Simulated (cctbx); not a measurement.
## Accept or mend?

Cell a = 12.2390 Å, b = 12.2390 Å, c = 12.2390 Å, α = 90.00°, β = 90.00°, γ = 90.00°; space group I23 (no. 197). The compound is Eu4Ga6Pb19.

Simulated single-crystal data (cctbx): Mo Kα, λ = 0.71073 Å, to d = 0.6 Å, 50 % of the full sphere, strongest reflection 70000 counts, noise from counting, a 4 % proportional error and a noise floor of 8 counts (s.d.); no absorption, and some extinction, which the refinements don't model.

An anisotropic refinement with weights 1/σ² prints:

```text
Rint 0.028, 84 unique reflections to 1.61 A
cycle     R1     wR2    GooF  max shift (A)
   1  0.0095  0.0199   1.072   0.00167
   2  0.0080  0.0164   0.881   0.00000
final R1 0.0080 wR2 0.0164 GooF 0.881  parameters 23  data/parameter 3.7
atom        x        y        z      Ueq    occ   su(xyz)  su(Uiso or U11)
Pb1    0.66511  0.28090  0.96414   0.0126  1.000  0.00009  0.0009
Pb2    0.00000  0.00000  0.00000   0.0151  1.000  0.00000  0.0014
Pb3    0.30602  0.00000  0.00000   0.0126  1.000  0.00012  0.0011
Eu1    0.16987  0.16987  0.83013   0.0182  1.000  0.00009  0.0008
Ga1    0.12217  0.00000  0.50000   0.0236  1.000  0.00024  0.0037
difference map: max 0.36 min -0.38 rms 0.10
Q1    0.2525  0.2525  0.2525    8    0.36  1.65 A from Eu1
Q2    0.0749  0.2508  0.2506   24    0.23  1.19 A from Pb1
Q3    0.0587  0.0964  0.0925   24    0.22  1.79 A from Pb2
Q4    0.0609  0.2460  0.7696   24    0.21  1.72 A from Pb1
Q5    0.0705  0.0534  0.2080   24    0.19  1.62 A from Pb3
Q6    0.0477  0.4203  0.1016   24    0.16  1.16 A from Ga1
```

Q: Accept it or mend it, and why?

Mend it. The fault: data cut at low resolution. Against the right model at the same level, R1 goes from 0.0101 to 0.0080 and GooF from 0.97 to 0.88. The atoms are right, but there are too few data for the parameters: R1 flatters and the s.u.s grow. Data per parameter fall from 65.2 to 3.7.

The compound is Eu4Ga6Pb19. The right model at the same level gives:

```text
Rint 0.034, 1500 unique reflections to 0.60 A
cycle     R1     wR2    GooF  max shift (A)
   1  0.0102  0.0244   0.973   0.00009
   2  0.0101  0.0242   0.966   0.00000
final R1 0.0101 wR2 0.0242 GooF 0.966  parameters 23  data/parameter 65.2
atom        x        y        z      Ueq    occ   su(xyz)  su(Uiso or U11)
Pb1    0.66502  0.28099  0.96420   0.0116  1.000  0.00001  0.0000
Pb2    0.00000  0.00000  0.00000   0.0129  1.000  0.00000  0.0001
Pb3    0.30610  0.00000  0.00000   0.0116  1.000  0.00001  0.0001
Eu1    0.16988  0.16988  0.83012   0.0173  1.000  0.00002  0.0000
Ga1    0.12209  0.00000  0.50000   0.0212  1.000  0.00005  0.0002
Flack x: 0.002(6)
Hooft y: 0.004(6)  Bijvoet pairs: 667
difference map: max 0.96 min -0.80 rms 0.20
Q1    0.0440  0.0440  0.0440    8    0.96  0.93 A from Pb2
Q2    0.0203  0.1252  0.1118   24    0.75  2.07 A from Pb2
Q3    0.0800  0.0800  0.0800    8    0.72  1.70 A from Pb2
Q4    0.0748  0.0748  0.9252    8    0.68  1.58 A from Pb2
Q5    0.0337  0.2560  0.2670   24    0.67  0.98 A from Pb1
Q6    0.0048  0.0790  0.1389   24    0.66  1.96 A from Pb2
```

Isotropic U is held between 0.0001 and 1 Å² by the program, and listed peak heights are interpolated, so they can pass the grid's maximum.

This is a model crystal, built by substitution and not relaxed, with assumed displacement parameters.

[Middle refinement cycles are left out of these outputs.]

[Logs are printed without paths, hosts, clocks, repeated set-up lines and the standing remarks that a program may print on its own settings, such as how far it seeks lower states.]
